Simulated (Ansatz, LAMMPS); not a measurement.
# B in place of Si at several sites of amorphous Si (101 atoms), part 2 of 3

Aim: make B in place of Si at several sites of amorphous Si (101 atoms), relax each, and compare their energies.

Ansatz 0.2.0; Kohn-Sham DFT, PBE, PAW (set soft_2), plane waves.

The cell: 101 Si. The quench rate of 20 K/ps far exceeds what a furnace or splat quench reaches. The starting topology of bonds comes from the classical model. The Brillouin zone is sampled at Γ only, in a cell whose shortest periodic width is 13 Å.

So far. Step 2 (Single point at the start): The r.m.s. force at the start is 0.48 eV/Å. Step 3 (Relaxation): The relaxation converged after 30 steps, 6.61 eV below its start, with a largest force component of 0.043 eV/Å.

### Step 4. Single point at the relaxed geometry

The electronic structure is read at the final geometry, in a run of its own.

File input.yaml:

```yaml
crystal:
  lattice:
    - [12.6245, 0.0, 0.0]
    - [0.0, 12.6245, 0.0]
    - [0.0, 0.0, 12.6245]
  atoms:
    - { symbol: Si, position: [0.0713, 0.93906, 0.13306] }
    - { symbol: Si, position: [0.44744, 0.99756, 0.08001] }
    - { symbol: Si, position: [0.67979, 0.34198, 0.94018] }
    - { symbol: Si, position: [0.12753, 0.92497, 0.71737] }
    - { symbol: Si, position: [0.27089, 0.82088, 0.91843] }
    - { symbol: Si, position: [0.83716, 0.57182, 0.4634] }
    [... 89 atom lines left out ...]
    - { symbol: Si, position: [0.60868, 0.83081, 0.94522] }
    - { symbol: Si, position: [0.00302, 0.7065, 0.97203] }
    - { symbol: Si, position: [0.26996, 0.86642, 0.34529] }
    - { symbol: Si, position: [0.60846, 0.09471, 0.08651] }
    - { symbol: Si, position: [0.76594, 0.86161, 0.04822] }
    - { symbol: Si, position: [0.95734, 0.70444, 0.39873] }
kpoints:
  mp_grid: { grid: [1, 1, 1] }
hamiltonian:
  xc: pbe
scf:
  occupations: { method: fermi_dirac, width: 0.05 }
output:
  forces: true
  stress: true
  populations: intrinsic
  dos:
    method: { smearing: { sigma: 0.1 } }
    de: 0.1
    projected: { site_lists: { Si: [Si] } }
  eigenvalues: true
  write_density: true
  write_potential: true
  volumetric_format: npy
```

Launch:

```
$ ansatz run input.yaml --threads 4 --pin off --max-ram 8192MiB --backend cpu --events-out ev --progress --plain --runs-dir out
```

Numbers of over 12 decimals in the logs are rounded to 6 here.

The program printed:

```text
[...]
Crystal: 101 atoms, lattice volume = 2012.068 Å³
Basis set: ecut = 420 eV, 39223 PW (Γ), exchange–correlation on 180×180×180 points (8 copies of the dense FFT grid, shifted against one another)
Bands: 303, of which v1, the nominal top of the filled ones, is band 202 counted from 1 (201 counted from 0)
Symmetry: 1 space group operations
[...]
k-points: 1
[...]
SCF iter   1: F=—  HF=-64194.756266 eV  |F-HF|=—  |Δ(HF+E_count)|=         —  Δρ=3.77e-3  dr2=1.02e0  ethr=1.77e-3  ⟨swp⟩=6.0  Hψ=1400  notcnv=0  defer=49
[...]
SCF iter  11: F=-64194.604329 eV  HF=-64194.604329 eV  |F-HF|=1.90e-8  |Δ(HF+E_count)|=   1.22e-7  Δρ=5.99e-7  dr2=4.77e-8  ethr=2.48e-11  ⟨swp⟩=20.0  Hψ=2589  notcnv=0
SCF 1 converged in 11 iterations: F = -64194.604329 eV  dr2 = 4.77e-8
[...]
SCF converged after 11 iterations
Free energy (F): -64194.604329 eV
[...]
Internal energy: -64194.550898 eV  (E = F + TS)
E sigma→0 (E₀):  -64194.577613 eV
Entropy (-TS):   -0.053431 eV (-0.529 meV/atom)
Fermi energy:    6.478589 eV
[...]
--- Forces (eV/Å), atoms counted from 1 ---
  atom   1  Si    -0.00302400    -0.00299805    -0.00026767
  atom   2  Si     0.00195329    -0.00729473    -0.00987870
  atom   3  Si    -0.00755986     0.00597712    -0.01236864
  atom   4  Si     0.00148603    -0.01109038    -0.00470094
  atom   5  Si     0.00550057    -0.00704718    -0.00324676
  atom   6  Si    -0.00505640     0.01434564    -0.00046145
  atom   7  Si     0.00418432     0.01240958    -0.00882845
  atom   8  Si    -0.00537624    -0.01366700    -0.01392993
  atom   9  Si     0.01025159     0.00382976     0.01787192
  atom  10  Si     0.00081232    -0.00027331    -0.00229280
  atom  11  Si    -0.01820668     0.00119145    -0.02346850
  atom  12  Si    -0.00774015    -0.01182441     0.00801168
  atom  13  Si    -0.00409403    -0.00334486     0.00467156
  atom  14  Si    -0.00271203     0.00665432    -0.00225466
[...]
atom 100  Si     0.01353868    -0.00943555     0.00561702
  atom 101  Si    -0.00192500    -0.00863006     0.00495808
  max |Σ_I F_I| component: 1.42e-5 eV/Å
--- Stress (GPa, compression-positive) ---
        0.341702      -1.164037      -0.140179
       -1.164037      -0.438292       0.561996
       -0.140179       0.561996       1.168090
  P = ⅓ Tr σ = 0.3572 GPa (3.572 kbar)
--- Band table (eV) ---
[...]
--- intrinsic populations: 101 sites ---
  site symbol       q [e]
     0     Si      4.0133
     1     Si      3.8776
     2     Si      3.9924
[...]
100     Si      4.0117
  spilling = 0.000000 (of n_electrons = 404.000000)
```

Wall time 27 s (4 threads of Arm Neoverse V1, shared host); peak memory 2.2 GiB.

The run gave:

```
free energy                                      : -64194.6043 eV
free energy per atom                             : -635.5901 eV/atom
SCF cycles                                       : 11
pressure                                         : 0.3572 GPa
r.m.s. force component                           : 0.00912 eV/Å
longest force                                    : 0.05566 eV/Å
Fermi energy                                     : 6.479 eV
spacing of highest filled and lowest empty level : 0.2671 eV
levels partly filled by over 2 per cent          : 2
```

Intrinsic-atomic-orbital charges by element and coordination:

```csv
element,coordination,atoms,mean charge (e),spread,least,most
Si,all,101,0,0.0318,-0.131,0.122
Si,4,90,-0.0018,0.0283,-0.131,0.0848
Si,5,10,0.004,0.0377,-0.0564,0.0566
Si,6,1,0.122,0,0.122,0.122
```

States in the cell by windows of 0.5 eV, zero at the Fermi level; the larger projections on atomic orbitals stand beside the total:

```csv
from (eV),to (eV),total,Si p,Si s
-10,-9.5,10.2,3.5,6.7
-9.5,-9,13.4,4.7,8.6
-9,-8.5,19.2,6.8,12.4
-8.5,-8,17.9,7.1,10.7
-8,-7.5,12.2,5.5,6.6
-7.5,-7,12.0,6.1,5.8
-7,-6.5,12.7,7.1,5.5
-6.5,-6,11.6,6.7,4.8
-6,-5.5,12.7,7.4,5.2
-5.5,-5,14.5,9.5,4.9
-5,-4.5,16.3,12.0,4.2
-4.5,-4,19.6,16.2,3.2
-4,-3.5,24.7,21.6,2.8
-3.5,-3,28.1,25.2,2.6
-3,-2.5,30.1,27.3,2.4
-2.5,-2,28.2,25.9,1.9
-2,-1.5,27.3,25.0,1.8
-1.5,-1,26.2,24.1,1.6
-1,-0.5,14.1,12.6,1.1
-0.5,0,8.1,6.6,1.1
0,0.5,6.3,4.5,1.4
0.5,1,15.6,9.9,4.1
1,1.5,25.0,15.8,6.1
1.5,2,26.5,17.3,5.2
2,2.5,29.1,18.7,5.3
2.5,3,26.1,16.5,4.5
```

Between -13 and -10 eV lie 45 more states.

The levels nearest the highest filled one (over half full), pooled over k-points and spins:

```csv
level less the highest filled one (eV),occupation
-0.459,2
-0.396,2
-0.354,2
-0.265,2.00
-0.130,1.99
0,1.87
0.267,0.132
0.437,0.005
0.559,0
0.662,0
0.755,0
0.878,0
```

Valence density in the ac plane at fractional y = 0.148, with atoms of Si within 0.2 Å of it. It is the smooth field of the valence electrons, not physical close to the nuclei.

Ten even steps from '0' (0.02 e/Å³) to '9' (0.53 e/Å³), each cell a mean:
```
655677667898325641001136643799865788
745775433566335531000025533675444578
523553111134677531000024787532111246
566531000012345421000124776310000013
234321001112233321101135664210000001
111111123444322221111346653100000000
000001246886421111112345542100001111
210000136886310000122333211000124443
310000013443200000123432100001247986
310000001111000001246654222222357886
110000000011100012465457654443333433
100000000122221113564248876544211111
111000012356664323466556555664210000
233221123663356422234432235786420001
466542123553355321223322235776531112
666553111346764211235655568522553223
554564211124553211246987899844653223
356775321122333211136765676544432112
123566543222232211123666542111100000
001356654211122322223565321000000000
000246875211113445556665310000011100
000147996311124567898755421001234421
101247886432356766667677643223555542
322356557776678753223468876667732465
```
Columns run along a (12.6 Å), rows up along c (12.6 Å). Atoms in or near the plane, at fractional coordinates: Si at (0.36, 0.95), Si at (0.89, 0.01), Si at (0.80, 0.34), Si at (0.33, 0.41), Si at (0.59, 0.52), Si at (0.72, 0.95).

Electrostatic potential energy in the ac plane at fractional y = 0.148, with atoms of Si within 0.2 Å of it. With pseudopotentials it is smooth inside the atoms' cores, unlike the true potential.

Ten even steps from '0' (-45 eV) to '9' (10 eV), each cell a mean:
```
877887557873001689999997200278631368
311488889973002689999997200278988887
100279999997657899999998755789999986
644689999999999999999999888999999998
988999999999998899999998778999999999
999999999889999999999987778999999999
999999987667999999999999899999999999
999999987567899999999999999999998899
999999998888999999999999999999987788
999999999999999999987778999999987788
999999999999999999851026898889998899
999999999999999999840005887678999999
999999999875578999874357898889999999
999999999730026999998889999888999999
887889999720016899999999998523589999
631268999875578999999888886100179998
620268999999999999998744687311489998
866689999999999999998511478877899999
999988788999999999999755789999999999
999986457999999999999988999999999999
999986668999999877888778999999999999
999998888999998766787446899999988899
999987557899998877887657899998632378
999985225887556889999888766788400048
```
Columns run along a (12.6 Å; values clipped at the 3rd and 97th percentile), rows up along c (12.6 Å). Atoms in or near the plane, at fractional coordinates: Si at (0.36, 0.95), Si at (0.89, 0.01), Si at (0.80, 0.34), Si at (0.33, 0.41), Si at (0.59, 0.52), Si at (0.72, 0.95).

The highest filled and lowest empty levels lie 0.267 eV apart (at Γ alone), but 2 levels are partly filled, by over 2 %, under the smearing. Intrinsic-atomic-orbital charges run from -0.13 to +0.12 e. Within 0.4 eV of the Fermi level the largest share is Si p (81 % of the projected weight).

### Step 5. B on a site of Si, site Si1

The site has 4 bonded neighbours (Si4) at 2.34 Å on average, by cutoffs that count no bonds between two metal atoms or like ions. The change is made in the relaxed cell and the atoms are relaxed again.

File input.yaml:

```yaml
crystal:
  lattice:
    - [12.6245, 0.0, 0.0]
    - [0.0, 12.6245, 0.0]
    - [0.0, 0.0, 12.6245]
  atoms:
    - { symbol: B, position: [0.0713, 0.93906, 0.13306] }
    - { symbol: Si, position: [0.44744, 0.99756, 0.08001] }
    - { symbol: Si, position: [0.67979, 0.34198, 0.94018] }
    - { symbol: Si, position: [0.12753, 0.92497, 0.71737] }
    [... atom lines 5 to 101 left out ...]
kpoints:
  mp_grid: { grid: [1, 1, 1] }
hamiltonian:
  xc: pbe
scf:
  occupations: { method: fermi_dirac, width: 0.05 }
output:
  forces: true
  eigenvalues: true
relax:
  f_tol: 0.05
  max_steps: 90
```

The program printed:

```text
[...]
Crystal: 101 atoms, lattice volume = 2012.068 Å³
Basis set: ecut = 420 eV, 39223 PW (Γ), exchange–correlation on 180×180×180 points (8 copies of the dense FFT grid, shifted against one another)
Bands: 303, of which v1, the nominal top of the filled ones, is band 202 counted from 1 (201 counted from 0)
Symmetry: 1 space group operations
[...]
k-points: 1
[...]
SCF iter   1: F=—  HF=-63713.214460 eV  |F-HF|=—  |Δ(HF+E_count)|=         —  Δρ=3.60e-3  dr2=9.85e-1  ethr=1.77e-3  ⟨swp⟩=6.0  Hψ=1400  notcnv=0  defer=50
[...]
SCF iter   5: F=—  HF=-63713.079833 eV  |F-HF|=—  |Δ(HF+E_count)|=   4.15e-4  Δρ=3.55e-5  dr2=7.23e-5  ethr=1.55e-7  ⟨swp⟩=2.0  Hψ=416  notcnv=0  defer=73
SCF iter   6: F=-63713.079929 eV  HF=-63713.079920 eV  |F-HF|=8.21e-6  |Δ(HF+E_count)|=   8.76e-5  Δρ=1.20e-5  dr2=1.02e-5  ethr=1.55e-8  ⟨swp⟩=15.0  Hψ=2011  notcnv=0
SCF 1 converged in 6 iterations: F = -63713.079929 eV  dr2 = 1.02e-5
[...]
relax step   1: F+E_penalty+E_count = -63713.07992862 eV  Δ(F+E_penalty+E_count) = +0.000e0 eV  max|allowed force component| = 2.315e0 eV/Å  Δτ_max = 0.0000 Å  (6 SCF iters, dr2 threshold 6.25e-5 eV, accepted)
[...]
relax step   2: F+E_penalty+E_count = -63714.38875570 eV  Δ(F+E_penalty+E_count) = -1.309e0 eV  max|allowed force component| = 9.123e-1 eV/Å  Δτ_max = 0.1976 Å  (6 SCF iters, dr2 threshold 1.00e-4 eV, accepted)
[...]
relax step   3: F+E_penalty+E_count = -63714.64834910 eV  Δ(F+E_penalty+E_count) = -2.596e-1 eV  max|allowed force component| = 9.915e-1 eV/Å  Δτ_max = 0.1949 Å  (6 SCF iters, dr2 threshold 5.20e-5 eV, accepted)
relax step   4: F+E_penalty+E_count = -63714.34432342 eV  Δ(F+E_penalty+E_count) = +3.040e-1 eV  max|allowed force component| = 8.163e-1 eV/Å  Δτ_max = 0.2000 Å  (6 SCF iters, dr2 threshold 1.00e-4 eV, rejected (line search))
[...]
relax step   5: F+E_penalty+E_count = -63714.74792698 eV  Δ(F+E_penalty+E_count) = -9.958e-2 eV  max|allowed force component| = 4.874e-2 eV/Å  Δτ_max = 0.0749 Å  (9 SCF iters, accepted)
SCF converged after 9 iterations
Free energy (F): -63714.747927 eV
[...]
Internal energy: -63714.659774 eV  (E = F + TS)
E sigma→0 (E₀):  -63714.703851 eV
Entropy (-TS):   -0.088153 eV (-0.873 meV/atom)
Fermi energy:    6.404488 eV
[...]
Σ components = -63714.747927   (vs F -63714.747927, Δ=0.00e0)
--- Forces (eV/Å), atoms counted from 1 ---
  atom   1  B     -0.01404005    -0.00346410     0.00994416
  atom   2  Si    -0.00399428    -0.00070737     0.00102054
  atom   3  Si    -0.00759934     0.01093377    -0.00752188
  atom   4  Si     0.00997568    -0.00758863    -0.00332247
[...]
atom 101  Si     0.00260338    -0.00305550     0.01037790
  max |Σ_I F_I| component: 2.83e-5 eV/Å
--- Band table (eV) ---
[...]
--- Relaxed structure (5 steps of the walk, 4 accepted, 0 SCFs on fresh bases) ---
  F+E_penalty+E_count = -63714.74792698 eV   max|allowed force component| = 4.874e-2 eV/Å
  atoms:
    - { symbol: B, position: [0.074912, 0.935005, 0.127339] }
    - { symbol: Si, position: [0.447343, 0.995767, 0.080386] }
    - { symbol: Si, position: [0.685095, 0.340113, 0.938450] }
    - { symbol: Si, position: [0.126152, 0.922933, 0.720201] }
[...]
- { symbol: Si, position: [0.958110, 0.705147, 0.396513] }
```

Run time: 96 s. Hardware: 4 threads; peak memory 2.2 GiB; 6.1 min of CPU time.

The relaxation converged after 5 steps, 1.67 eV below its start, with a largest force component of 0.049 eV/Å.

The surroundings of the B atom, after relaxation, nearest first, numbered as they follow in the input and with coordinates relative to it.

```csv
atom,x,y,z,distance (Å),bonds
B1,0.00,0.00,0.00,0.00,4
Si89,0.19,-0.75,-1.80,1.96,4
Si19,0.95,-1.48,1.01,2.03,4
Si62,1.07,1.69,0.43,2.05,4
Si21,-1.95,0.67,-0.34,2.09,4
Si67,-2.11,0.97,1.96,3.04,4
Si35,-0.14,2.22,2.44,3.30,4
Si97,-0.93,-2.85,-1.96,3.58,4
Si59,-0.77,0.63,-3.47,3.61,4
Si45,3.25,1.10,1.32,3.68,4
Si98,2.39,-0.85,2.73,3.72,5
Si38,1.41,3.16,-1.41,3.74,4
Si5,2.42,-1.41,-2.48,3.74,5
Si48,2.90,-2.52,0.00,3.84,5
Si41,-2.24,2.80,-1.41,3.85,4
```

The column of bonds counts only the pairs Si-Si within 2.88 Å, Si-B within 2.38 Å; other neighbours, such as metal atoms beside each other in a compound, aren't counted, and periodic images can show an atom twice.

The largest move is 0.34 Å, by Si62.

### Step 6. B on a site of Si, site Si2

The site has 6 bonded neighbours (Si6) at 2.57 Å on average. 

input.yaml, the sections that differ from step 5:

```yaml
crystal:
  lattice:
    - [12.6245, 0.0, 0.0]
    - [0.0, 12.6245, 0.0]
    - [0.0, 0.0, 12.6245]
  atoms:
    - { symbol: Si, position: [0.0713, 0.93906, 0.13306] }
    - { symbol: B, position: [0.44744, 0.99756, 0.08001] }
    - { symbol: Si, position: [0.67979, 0.34198, 0.94018] }
    - { symbol: Si, position: [0.12753, 0.92497, 0.71737] }
    - { symbol: Si, position: [0.27089, 0.82088, 0.91843] }
    [... atom lines 6 to 101 left out ...]
# kpoints, hamiltonian, scf, output, relax: as in step 5
```

The program printed:

```text
[...]
Crystal: 101 atoms, lattice volume = 2012.068 Å³
Basis set: ecut = 420 eV, 39223 PW (Γ), exchange–correlation on 180×180×180 points (8 copies of the dense FFT grid, shifted against one another)
Bands: 303, of which v1, the nominal top of the filled ones, is band 202 counted from 1 (201 counted from 0)
Symmetry: 1 space group operations
[...]
k-points: 1
[...]
SCF iter   1: F=—  HF=-63712.999036 eV  |F-HF|=—  |Δ(HF+E_count)|=         —  Δρ=3.45e-3  dr2=7.23e-1  ethr=1.77e-3  ⟨swp⟩=6.0  Hψ=1404  notcnv=0  defer=50
[...]
SCF iter   5: F=—  HF=-63712.893337 eV  |F-HF|=—  |Δ(HF+E_count)|=   4.13e-4  Δρ=3.78e-5  dr2=1.16e-4  ethr=1.79e-7  ⟨swp⟩=2.0  Hψ=348  notcnv=0  defer=75
SCF iter   6: F=-63712.893429 eV  HF=-63712.893422 eV  |F-HF|=7.09e-6  |Δ(HF+E_count)|=   8.48e-5  Δρ=1.51e-5  dr2=1.84e-5  ethr=1.55e-8  ⟨swp⟩=13.0  Hψ=1961  notcnv=0
SCF 1 converged in 6 iterations: F = -63712.893429 eV  dr2 = 1.84e-5
[...]
relax step   1: F+E_penalty+E_count = -63712.89342897 eV  Δ(F+E_penalty+E_count) = +0.000e0 eV  max|allowed force component| = 1.415e0 eV/Å  Δτ_max = 0.0000 Å  (6 SCF iters, dr2 threshold 6.25e-5 eV, accepted)
[...]
relax step   2: F+E_penalty+E_count = -63713.68787446 eV  Δ(F+E_penalty+E_count) = -7.944e-1 eV  max|allowed force component| = 8.023e-1 eV/Å  Δτ_max = 0.1969 Å  (6 SCF iters, dr2 threshold 1.00e-4 eV, accepted)
[...]
relax step   3: F+E_penalty+E_count = -63713.83719555 eV  Δ(F+E_penalty+E_count) = -1.493e-1 eV  max|allowed force component| = 3.683e-1 eV/Å  Δτ_max = 0.1769 Å  (6 SCF iters, dr2 threshold 4.02e-5 eV, accepted)
relax step   4: F+E_penalty+E_count = -63713.87937785 eV  Δ(F+E_penalty+E_count) = -4.218e-2 eV  max|allowed force component| = 1.017e-1 eV/Å  Δτ_max = 0.0383 Å  (6 SCF iters, dr2 threshold 2.86e-5 eV, accepted)
relax step   5: F+E_penalty+E_count = -63713.90457010 eV  Δ(F+E_penalty+E_count) = -2.519e-2 eV  max|allowed force component| = 6.674e-2 eV/Å  Δτ_max = 0.0494 Å  (8 SCF iters, accepted)
relax step   6: F+E_penalty+E_count = -63713.91641831 eV  Δ(F+E_penalty+E_count) = -1.185e-2 eV  max|allowed force component| = 6.835e-2 eV/Å  Δτ_max = 0.0512 Å  (7 SCF iters, accepted)
[...]
relax step   7: F+E_penalty+E_count = -63713.92197926 eV  Δ(F+E_penalty+E_count) = -5.561e-3 eV  max|allowed force component| = 3.956e-2 eV/Å  Δτ_max = 0.0471 Å  (7 SCF iters, accepted)
SCF converged after 7 iterations
Free energy (F): -63713.921979 eV
[...]
Internal energy: -63713.832083 eV  (E = F + TS)
E sigma→0 (E₀):  -63713.877031 eV
Entropy (-TS):   -0.089896 eV (-0.890 meV/atom)
Fermi energy:    6.406738 eV
[...]
Σ components = -63713.921979   (vs F -63713.921979, Δ=0.00e0)
--- Forces (eV/Å), atoms counted from 1 ---
  atom   1  Si    -0.00368673    -0.00386423    -0.01275682
  atom   2  B     -0.01482784     0.02943432     0.02734607
  atom   3  Si     0.00135071    -0.00206300     0.00294627
  atom   4  Si     0.00373744    -0.00126110     0.00901328
[...]
atom 101  Si     0.00246246    -0.00047671    -0.00128635
  max |Σ_I F_I| component: 2.15e-5 eV/Å
--- Band table (eV) ---
[...]
--- Relaxed structure (7 steps of the walk, 7 accepted, 0 SCFs on fresh bases) ---
  F+E_penalty+E_count = -63713.92197926 eV   max|allowed force component| = 3.956e-2 eV/Å
  atoms:
    - { symbol: Si, position: [0.070518, 0.939265, 0.131151] }
    - { symbol: B, position: [0.459291, 1.009783, 0.102084] }
    - { symbol: Si, position: [0.680529, 0.340263, 0.939921] }
    - { symbol: Si, position: [0.127125, 0.925345, 0.714148] }
[...]
- { symbol: Si, position: [0.955904, 0.703321, 0.396596] }
```

The job ended after 2.1 min (4 threads; peak memory 2.2 GiB).

The relaxation converged after 7 steps, 1.03 eV below its start, with a largest force component of 0.040 eV/Å.

### Step 7. B on a site of Si, site Si13

The site has 4 bonded neighbours (Si4) at 2.35 Å on average. 

Input and log are left out; they have the form of those shown for this kind of step.

The job ended after 2.3 min (4 threads of Arm Neoverse V1, shared host; peak memory 2.3 GiB).

The relaxation converged after 8 steps, 1.74 eV below its start, with a largest force component of 0.039 eV/Å.

(Part 2 of 3 ends here.)

[Logs are printed without paths, hosts, clocks, repeated set-up lines and the standing remarks that a program may print on its own settings, such as how far it seeks lower states.]

[Hosts, paths, dates, database ids (printed as entryN), source tags and the programs' standing remarks are cut or masked in the printed files.]
